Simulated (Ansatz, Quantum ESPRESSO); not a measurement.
# Predicting the next point of a tunnelling series: vacuum gaps between two Li(100) faces

Method. Quantum ESPRESSO 7.5 (pw.x, pwcond.x), PBE, GBRV ultrasoft; geometry as built. T is the transmission per spin at the Fermi level, averaged over the mesh across the current, in a cell of 11.83 Å². The series steps the width of the vacuum gap.

| width (Å) | T |
| --- | --- |
| 5 | 0.238 |
| 6 | 0.0775 |
| 7 | 0.0175 |
| 8 | 0.00373 |

**Question.** What is T at 9 Å?

**Worked estimate.** In the tunnelling regime ln T falls linearly. The last two rows give a slope of ln(0.0175/0.00373)/(8 − 7) = 1.546 per Å, so T(9) ≈ 0.00373 × exp(−1.546 × 1) = 0.000795.

**The withheld run.** T = 0.00076; the estimate is 1.05 times that. The slope over the last interval is 1.590: the same within 8 %. Points of the mesh with over 2.5 times the mean carry 79 % of this T, so the value leans on the mesh. A second code, Ansatz 0.2.0, gives 0.000747.

Caveats: Short leads, unrelaxed atoms, a barrier without the image potential and an untested mesh.
